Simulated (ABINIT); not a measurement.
# A GW chain in ABINIT: BaTiO3 (P4mm), part 2 of 3

Wanted: ground state, empty states, screening and self-energy for BaTiO3 (P4mm).

ABINIT 10.8.3; PBE and many-body steps on it, plane waves. Known limits of the many-body steps: not at the basis limit; no spin-orbit coupling; coarse k mesh.

So far. Step 2 (Ground state): The gap is indirect, with the least direct gap 0.37 eV higher.

## (3) Bands along the symmetry lines

Level of this step: DFT, PBE, plane waves, norm-conserving pseudopotentials (ABINIT).

The cheap functional maps the bands first; the places of the edges decide which points the dearer methods must see.

File run.abi:

```
acell 3*1.0 Angstrom
rprim 
  3.990480000000 0.000000000000 0.000000000000
  0.000000000000 3.990480000000 0.000000000000
  0.000000000000 0.000000000000 4.023030000000
ntypat 3
znucl 56 22 8
natom 5
typat 1 2 3 3 3
xred 
  0.000000000000 0.000000000000 0.000000000000
  0.500000000000 0.500000000000 0.522000000000
  0.500000000000 0.500000000000 0.979000000000
  0.500000000000 0.000000000000 0.488000000000
  0.000000000000 0.500000000000 0.488000000000
pp_dirpath "pseudos"
pseudos "Ba.upf, Ti.upf, O.upf"
ecut 38
iscf -2
irdden 1
kptopt 0
nkpt 75
kpt 
  0.00000000 0.00000000 0.00000000
  0.00000000 0.06250000 0.00000000
  0.00000000 0.12500000 0.00000000
  0.00000000 0.18750000 0.00000000
  0.00000000 0.25000000 0.00000000
  0.00000000 0.31250000 0.00000000
  0.00000000 0.37500000 0.00000000
  0.00000000 0.43750000 0.00000000
  0.00000000 0.50000000 0.00000000
  0.06250000 0.50000000 0.00000000
  0.12500000 0.50000000 0.00000000
  0.18750000 0.50000000 0.00000000
  0.25000000 0.50000000 0.00000000
  0.31250000 0.50000000 0.00000000
  0.37500000 0.50000000 0.00000000
  0.43750000 0.50000000 0.00000000
  0.50000000 0.50000000 0.00000000
  0.43750000 0.43750000 0.00000000
  0.37500000 0.37500000 0.00000000
  0.31250000 0.31250000 0.00000000
  0.25000000 0.25000000 0.00000000
  0.18750000 0.18750000 0.00000000
  0.12500000 0.12500000 0.00000000
  0.06250000 0.06250000 0.00000000
  0.00000000 0.00000000 0.00000000
  0.00000000 0.00000000 0.06250000
  0.00000000 0.00000000 0.12500000
  0.00000000 0.00000000 0.18750000
  0.00000000 0.00000000 0.25000000
  0.00000000 0.00000000 0.31250000
  0.00000000 0.00000000 0.37500000
  0.00000000 0.00000000 0.43750000
  0.00000000 0.00000000 0.50000000
  0.00000000 0.06250000 0.50000000
  0.00000000 0.12500000 0.50000000
  0.00000000 0.18750000 0.50000000
  0.00000000 0.25000000 0.50000000
  0.00000000 0.31250000 0.50000000
  0.00000000 0.37500000 0.50000000
  0.00000000 0.43750000 0.50000000
  0.00000000 0.50000000 0.50000000
  0.06250000 0.50000000 0.50000000
  0.12500000 0.50000000 0.50000000
  0.18750000 0.50000000 0.50000000
  0.25000000 0.50000000 0.50000000
  0.31250000 0.50000000 0.50000000
  0.37500000 0.50000000 0.50000000
  0.43750000 0.50000000 0.50000000
  0.50000000 0.50000000 0.50000000
  0.43750000 0.43750000 0.50000000
  0.37500000 0.37500000 0.50000000
  0.31250000 0.31250000 0.50000000
  0.25000000 0.25000000 0.50000000
  0.18750000 0.18750000 0.50000000
  0.12500000 0.12500000 0.50000000
  0.06250000 0.06250000 0.50000000
  0.00000000 0.00000000 0.50000000
  0.00000000 0.50000000 0.00000000
  0.00000000 0.50000000 0.06250000
  0.00000000 0.50000000 0.12500000
  0.00000000 0.50000000 0.18750000
  0.00000000 0.50000000 0.25000000
  0.00000000 0.50000000 0.31250000
  0.00000000 0.50000000 0.37500000
  0.00000000 0.50000000 0.43750000
  0.00000000 0.50000000 0.50000000
  0.50000000 0.50000000 0.00000000
  0.50000000 0.50000000 0.06250000
  0.50000000 0.50000000 0.12500000
  0.50000000 0.50000000 0.18750000
  0.50000000 0.50000000 0.25000000
  0.50000000 0.50000000 0.31250000
  0.50000000 0.50000000 0.37500000
  0.50000000 0.50000000 0.43750000
  0.50000000 0.50000000 0.50000000
istwfk *1
nband 27
nbdbuf 2
tolwfr 1e-08
nstep 40
prtwf 0
prtvol 0
indata_prefix "in"
outdata_prefix "out"
tmpdata_prefix "tmp"
```

On the command line:

```bash
> OMP_NUM_THREADS=1 mpirun -n 4 abinit run.abi > log
```

Numbers of over 12 decimals in the logs are rounded to 6 here.

What it wrote:

```text
.Version 10.8.3 of ABINIT. v10.8.2 released Aug 2026.

 Symmetries : space group P4 m m (# 99); Bravais tP (primitive tetrag.)
[... echo of the input left out ...]
== DATASET  1 ==================================================================
-   mpi_nproc: 4, omp_nthreads: 1 (-1 if OMP is not activated)

--- !DatasetInfo
iteration_state: {dtset: 1, }
dimensions: {natom: 5, nkpt: 75, mband: 27, nsppol: 1, nspinor: 1, nspden: 1, mpw: 4869, }
cutoff_energies: {ecut:  38.0, pawecutdg:  -1.0, }
electrons: {nelect:   4.00000000E+01, charge:   0.00000000E+00, occopt:   1.00000000E+00, tsmear:   1.00000000E-02, }

 Real(R)+Recip(G) space primitive vectors, cartesian coordinates (Bohr,Bohr^-1):
 R(1)=  7.5409143  0.0000000  0.0000000  G(1)=  0.1326099  0.0000000  0.0000000
 R(2)=  0.0000000  7.5409143  0.0000000  G(2)=  0.0000000  0.1326099  0.0000000
 R(3)=  0.0000000  0.0000000  7.6024249  G(3)=  0.0000000  0.0000000  0.1315370
 Unit cell volume ucvol=  4.3231485E+02 bohr^3
 Angles (23,13,12)=  9.00000000E+01  9.00000000E+01  9.00000000E+01 degrees

 getcut: wavevector=  0.0000  0.0000  0.0000  ngfft=  45  45  45
         ecut(hartree)=     38.000   => boxcut(ratio)=   2.08566

--- Pseudopotential description ------------------------------------------------
- Ba Generated using ONCVPSP code by D. R. Hamann
- 56.00000  10.00000  171031                  znucl, zion, pspdat
12 -101130 2 -1 1958                          pspcod,pspxc,lmax,lloc,mmax
     nproj     2     2     2
  pspatm : epsatm=   26.75150155
         --- l  ekb(1:nproj) -->
             0    6.667868    0.674319
             1    5.008801    0.408242
             2    2.532546    0.415477
 pspatm: atomic psp has been read  and splines computed

- Ti Generated using ONCVPSP code by D. R. Hamann
- 22.00000  12.00000  171031                  znucl, zion, pspdat
12 -101130 2 -1 1586                          pspcod,pspxc,lmax,lloc,mmax
     nproj     2     2     2
  pspatm : epsatm=   14.68144553
         --- l  ekb(1:nproj) -->
[...]
pspatm: atomic psp has been read  and splines computed

- O Generated using ONCVPSP code by D. R. Hamann
-  8.00000   6.00000  171031                  znucl, zion, pspdat
12 -101130 2 -1 936                           pspcod,pspxc,lmax,lloc,mmax
     nproj     2     2     1
  pspatm : epsatm=    6.19545534
         --- l  ekb(1:nproj) -->
[...]
2   -1.331955
 pspatm: atomic psp has been read  and splines computed

--------------------------------------------------------------------------------

================================================================================
 prteigrs : about to open file out_EIG
 Non-SCF case, kpt    1 (  0.00000  0.00000  0.00000), residuals and eigenvalues=
  8.68E-09  4.80E-09  1.77E-09  7.19E-09  5.64E-09  3.86E-09  6.74E-09  4.55E-09
[...]
Non-SCF case, kpt   74 (  0.50000  0.50000  0.43750), residuals and eigenvalues=
[...]
Non-SCF case, kpt   75 (  0.50000  0.50000  0.50000), residuals and eigenvalues=
[...]
1.0454E-01  1.0742E-01  1.5512E-01  1.5512E-01  1.5788E-01  2.4041E-01
  2.4041E-01  2.4688E-01  4.0297E-01  4.0341E-01  4.0341E-01  4.8473E-01
[...]
--- !ResultsGS
iteration_state: {dtset: 1, }
comment   : Summary of ground state results
lattice_vectors:
- [  7.5409143,   0.0000000,   0.0000000, ]
- [  0.0000000,   7.5409143,   0.0000000, ]
- [  0.0000000,   0.0000000,   7.6024249, ]
lattice_lengths: [   7.54091,    7.54091,    7.60242, ]
lattice_angles: [ 90.000,  90.000,  90.000, ] # degrees, (23, 13, 12)
lattice_volume:   4.3231485E+02
convergence: {deltae:  0.000E+00, res2:  0.000E+00, residm:  1.000E-08, diffor:  0.000E+00, }
etotal    :  -1.37385857E+02
entropy   :   0.00000000E+00
fermie    :   2.46877495E-01
cartesian_stress_tensor: null
pressure_GPa: null
xred      :
- [  0.0000E+00,   0.0000E+00,   0.0000E+00, Ba]
- [  5.0000E-01,   5.0000E-01,   5.2200E-01, Ti]
- [  5.0000E-01,   5.0000E-01,   9.7900E-01,  O]
- [  5.0000E-01,   0.0000E+00,   4.8800E-01,  O]
- [  0.0000E+00,   5.0000E-01,   4.8800E-01,  O]
cartesian_forces: null
force_length_stats: {min: null, max: null, mean: null, }

 Integrated electronic density in atomic spheres:
 ------------------------------------------------
 Atom  Sphere_radius  Integrated_density
[...]
================================================================================

 ----iterations are completed or convergence reached----

 Mean square residual over all n,k,spin=   58.867E-10; max=  99.996E-10
 reduced coordinates (array xred) for    5 atoms
[...]
cartesian coordinates (angstrom) at end:
    1      0.000000     0.000000     0.000000
    2      1.995240     1.995240     2.100022
    3      1.995240     1.995240     3.938546
    4      1.995240     0.000000     1.963239
    5      0.000000     1.995240     1.963239
 length scales=  1.889726125908  1.889726125908  1.889726125908 bohr
              =  1.000000000000  1.000000000000  1.000000000000 angstroms
 prteigrs : about to open file out_EIG
 Eigenvalues (hartree) for nkpt=  75  k points:
 kpt#   1, nband= 27, wtk=  1.00000, kpt=  0.0000  0.0000  0.0000 (reduced coord)
[...]
kpt#   2, nband= 27, wtk=  1.00000, kpt=  0.0000  0.0625  0.0000 (reduced coord)
[...]
kpt#   3, nband= 27, wtk=  1.00000, kpt=  0.0000  0.1250  0.0000 (reduced coord)
[...]
kpt#  74, nband= 27, wtk=  1.00000, kpt=  0.5000  0.5000  0.4375 (reduced coord)
[...]
0.49782    0.49782    0.53308
 kpt#  75, nband= 27, wtk=  1.00000, kpt=  0.5000  0.5000  0.5000 (reduced coord)
[...]
-0.14873   -0.14873   -0.14648    0.08159    0.10454    0.10742    0.15512    0.15512
   0.15788    0.24041    0.24041    0.24688    0.40297    0.40341    0.40341    0.48473
   0.49427    0.49427    0.53290

== END DATASET(S) ==============================================================
================================================================================

 -outvars: echo values of variables after computation  --------
            nband          27
             nkpt          75
          spgroup          99
 [... the other variables as echoed above ...]

 Calculation completed.
```

The job ended after 99 s (4 MPI ranks of Arm Neoverse V1, shared host; peak memory 0.41 GiB).

This step gave:

```
gap                        : 1.851 eV
k of the valence top       : 0.5, 0.5, 0.5
k of the conduction bottom : 0, 0, 0
least direct gap           : 2.222 eV
```

The gap is 1.851 eV, as in the run before at this level.

The electronic bands at the labelled points (eV, zero at the top of the highest filled band):

```
    point  band 17  band 18  band 19  band 20  band 21  band 22  band 23  band 24
        Γ    -1.18    -0.45    -0.37    -0.37     1.85     2.22     2.22     4.12
  halfway    -1.52    -1.26    -0.81    -0.67     2.27     2.80     2.85     4.27
        X    -1.84    -1.67    -1.13    -0.97     2.34     3.57     3.64     4.24
  halfway    -1.68    -1.53    -1.12    -0.50     2.90     3.65     3.72     4.77
        M    -1.83    -1.08    -1.08    -0.07     3.66     3.66     4.02     4.77
  halfway    -1.95    -1.19    -0.93    -0.51     2.76     2.98     3.16     4.76
        Γ    -1.18    -0.45    -0.37    -0.37     1.85     2.22     2.22     4.12
  halfway    -1.61    -1.32    -0.55    -0.55     1.93     2.99     2.99     4.12
        Z    -1.96    -1.94    -0.71    -0.71     2.00     3.68     3.68     4.12
  halfway    -1.43    -1.30    -1.11    -0.67     2.87     3.69     3.72     4.79
        R    -1.75    -0.92    -0.89    -0.25     3.60     3.70     4.02     4.96
  halfway    -2.49    -0.62    -0.53    -0.21     3.89     3.91     4.14     6.26
        A    -2.42    -0.18    -0.18     0.00     4.25     4.26     4.26     6.47
  halfway    -2.17    -0.89    -0.72    -0.66     3.36     3.80     3.84     6.00
        Z    -1.96    -1.94    -0.71    -0.71     2.00     3.68     3.68     4.12
jump to X    -1.84    -1.67    -1.13    -0.97     2.34     3.57     3.64     4.24
  halfway    -1.48    -1.41    -1.22    -0.64     3.05     3.59     3.75     4.82
        R    -1.75    -0.92    -0.89    -0.25     3.60     3.70     4.02     4.96
jump to M    -1.83    -1.08    -1.08    -0.07     3.66     3.66     4.02     4.77
  halfway    -2.57    -0.72    -0.72    -0.04     3.94     3.94     4.13     6.07
        A    -2.42    -0.18    -0.18     0.00     4.25     4.26     4.26     6.47
```

## (4) Empty states on the mesh, 4×4×4 mesh, 83 bands

The sums over transitions need many empty states on a uniform mesh; this step solves for them.

File run.abi:

```
acell 3*1.0 Angstrom
rprim 
  3.990480000000 0.000000000000 0.000000000000
  0.000000000000 3.990480000000 0.000000000000
  0.000000000000 0.000000000000 4.023030000000
ntypat 3
znucl 56 22 8
natom 5
typat 1 2 3 3 3
xred 
  0.000000000000 0.000000000000 0.000000000000
  0.500000000000 0.500000000000 0.522000000000
  0.500000000000 0.500000000000 0.979000000000
  0.500000000000 0.000000000000 0.488000000000
  0.000000000000 0.500000000000 0.488000000000
pp_dirpath "pseudos"
pseudos "Ba.upf, Ti.upf, O.upf"
ecut 38
ngkpt 4 4 4
nshiftk 1
shiftk 0 0 0
kptopt 1
chksymbreak 0
iscf -2
irdden 1
istwfk *1
nband 83
nbdbuf 6
tolwfr 1e-09
nstep 60
prtvol 0
indata_prefix "in"
outdata_prefix "out"
tmpdata_prefix "tmp"
```

What it wrote:

```text
.Version 10.8.3 of ABINIT. v10.8.2 released Aug 2026.

 Symmetries : space group P4 m m (# 99); Bravais tP (primitive tetrag.)
[... echo of the input left out ...]
== DATASET  1 ==================================================================
-   mpi_nproc: 4, omp_nthreads: 1 (-1 if OMP is not activated)

--- !DatasetInfo
iteration_state: {dtset: 1, }
dimensions: {natom: 5, nkpt: 18, mband: 83, nsppol: 1, nspinor: 1, nspden: 1, mpw: 4868, }
cutoff_energies: {ecut:  38.0, pawecutdg:  -1.0, }
electrons: {nelect:   4.00000000E+01, charge:   0.00000000E+00, occopt:   1.00000000E+00, tsmear:   1.00000000E-02, }

 Real(R)+Recip(G) space primitive vectors, cartesian coordinates (Bohr,Bohr^-1):
 R(1)=  7.5409143  0.0000000  0.0000000  G(1)=  0.1326099  0.0000000  0.0000000
 R(2)=  0.0000000  7.5409143  0.0000000  G(2)=  0.0000000  0.1326099  0.0000000
 R(3)=  0.0000000  0.0000000  7.6024249  G(3)=  0.0000000  0.0000000  0.1315370
 Unit cell volume ucvol=  4.3231485E+02 bohr^3
 Angles (23,13,12)=  9.00000000E+01  9.00000000E+01  9.00000000E+01 degrees

 getcut: wavevector=  0.0000  0.0000  0.0000  ngfft=  45  45  45
         ecut(hartree)=     38.000   => boxcut(ratio)=   2.08566

--- Pseudopotential description ------------------------------------------------
- Ba Generated using ONCVPSP code by D. R. Hamann
- 56.00000  10.00000  171031                  znucl, zion, pspdat
12 -101130 2 -1 1958                          pspcod,pspxc,lmax,lloc,mmax
     nproj     2     2     2
  pspatm : epsatm=   26.75150155
         --- l  ekb(1:nproj) -->
             0    6.667868    0.674319
             1    5.008801    0.408242
             2    2.532546    0.415477
 pspatm: atomic psp has been read  and splines computed

- Ti Generated using ONCVPSP code by D. R. Hamann
- 22.00000  12.00000  171031                  znucl, zion, pspdat
12 -101130 2 -1 1586                          pspcod,pspxc,lmax,lloc,mmax
     nproj     2     2     2
  pspatm : epsatm=   14.68144553
         --- l  ekb(1:nproj) -->
[...]
pspatm: atomic psp has been read  and splines computed

- O Generated using ONCVPSP code by D. R. Hamann
-  8.00000   6.00000  171031                  znucl, zion, pspdat
12 -101130 2 -1 936                           pspcod,pspxc,lmax,lloc,mmax
     nproj     2     2     1
  pspatm : epsatm=    6.19545534
         --- l  ekb(1:nproj) -->
[...]
2   -1.331955
 pspatm: atomic psp has been read  and splines computed

--------------------------------------------------------------------------------

================================================================================
 prteigrs : about to open file out_EIG
 Non-SCF case, kpt    1 (  0.00000  0.00000  0.00000), residuals and eigenvalues=
  7.92E-10  2.88E-10  4.58E-10  7.33E-10  6.25E-10  3.32E-10  6.59E-10  8.17E-10
  1.85E-10  3.50E-10  5.97E-10  9.41E-11  1.24E-10  4.78E-10  1.91E-10  3.73E-10
  1.65E-10  2.09E-10  2.49E-10  7.62E-10  9.78E-10  3.55E-10  8.03E-10  3.15E-10
[...]
-1.8290E+00 -9.5838E-01 -9.5571E-01 -9.5571E-01 -6.6700E-01 -3.7437E-01
 -3.5146E-01 -3.4702E-01 -1.2184E-01 -1.2184E-01 -1.2179E-01  1.5967E-01
  1.6067E-01  1.6067E-01  1.9522E-01  1.9522E-01  2.0348E-01  2.3045E-01
[...]
1.6405E+00  1.6412E+00  1.6412E+00  1.7686E+00  1.8173E+00  1.8279E+00
  1.8368E+00  1.8368E+00  1.8590E+00  1.8590E+00  1.8822E+00  1.8832E+00
  1.8903E+00  1.8903E+00  1.9182E+00  1.9226E+00  1.9427E+00
 prteigrs : prtvol=0 or 1, do not print more k-points.

--- !ResultsGS
iteration_state: {dtset: 1, }
comment   : Summary of ground state results
lattice_vectors:
- [  7.5409143,   0.0000000,   0.0000000, ]
- [  0.0000000,   7.5409143,   0.0000000, ]
- [  0.0000000,   0.0000000,   7.6024249, ]
lattice_lengths: [   7.54091,    7.54091,    7.60242, ]
lattice_angles: [ 90.000,  90.000,  90.000, ] # degrees, (23, 13, 12)
lattice_volume:   4.3231485E+02
convergence: {deltae:  0.000E+00, res2:  0.000E+00, residm:  9.989E-10, diffor:  0.000E+00, }
etotal    :  -1.37385857E+02
entropy   :   0.00000000E+00
fermie    :   2.46877495E-01
cartesian_stress_tensor: null
pressure_GPa: null
xred      :
- [  0.0000E+00,   0.0000E+00,   0.0000E+00, Ba]
- [  5.0000E-01,   5.0000E-01,   5.2200E-01, Ti]
- [  5.0000E-01,   5.0000E-01,   9.7900E-01,  O]
- [  5.0000E-01,   0.0000E+00,   4.8800E-01,  O]
- [  0.0000E+00,   5.0000E-01,   4.8800E-01,  O]
cartesian_forces: null
force_length_stats: {min: null, max: null, mean: null, }

 Integrated electronic density in atomic spheres:
 ------------------------------------------------
 Atom  Sphere_radius  Integrated_density
[...]
================================================================================

 ----iterations are completed or convergence reached----

 Mean square residual over all n,k,spin=   46.855E-11; max=  99.892E-11
 reduced coordinates (array xred) for    5 atoms
[...]
0.000000000000      0.500000000000      0.488000000000

 cartesian coordinates (angstrom) at end:
    1      0.000000     0.000000     0.000000
    2      1.995240     1.995240     2.100022
    3      1.995240     1.995240     3.938546
    4      1.995240     0.000000     1.963239
    5      0.000000     1.995240     1.963239
 length scales=  1.889726125908  1.889726125908  1.889726125908 bohr
              =  1.000000000000  1.000000000000  1.000000000000 angstroms
 prteigrs : about to open file out_EIG
 Eigenvalues (hartree) for nkpt=  18  k points:
 kpt#   1, nband= 83, wtk=  0.01563, kpt=  0.0000  0.0000  0.0000 (reduced coord)
[...]
1.59815    1.62078    1.64048    1.64124    1.64124    1.76859    1.81731    1.82792
   1.83685    1.83685    1.85902    1.85902    1.88221    1.88323    1.89032    1.89032
   1.91821    1.92263    1.94268
 prteigrs : prtvol=0 or 1, do not print more k-points.

== END DATASET(S) ==============================================================
================================================================================

 -outvars: echo values of variables after computation  --------
            nband          83
             nkpt          18
          spgroup          99
 [... the other variables as echoed above ...]

 Calculation completed.
```

Run time: 63 s. Hardware: 4 MPI ranks; peak memory 0.39 GiB; 4.2 min of CPU time.

Numbers from this step:

- gap: 1.851 eV
- k of the valence top: 0.5, 0.5, 0.5
- k of the conduction bottom: 0, 0, 0
- least direct gap: 2.222 eV
- k points computed: 18
- lowest point of the top converged band, above the valence top: 43.55 eV

On this mesh the gap is 1.851 eV.

[end of part 2 of 3]

[Paths, hosts, dates, memory and timing lines, banners, echoed tables and standing remarks are left out of the program output.]

[Logs are printed without paths, hosts, clocks, repeated set-up lines and the standing remarks that a program may print on its own settings, such as how far it seeks lower states.]

[Runs of the session that timed out or met a known fault of the program may be left out.]

[Hosts, paths, dates, database ids (printed as entryN), source tags and the programs' standing remarks are cut or masked in the printed files.]

[G0W0 gaps are taken among the corrected bands and points alone; a level outside them can change the order at an edge.]

[Where Ansatz stands beside ABINIT at settings called matched, ABINIT's density can come from a denser mesh and the files from another edition; pairs whose starting gaps differed by over 0.03 eV were left out, so agreement reads better than it is.]
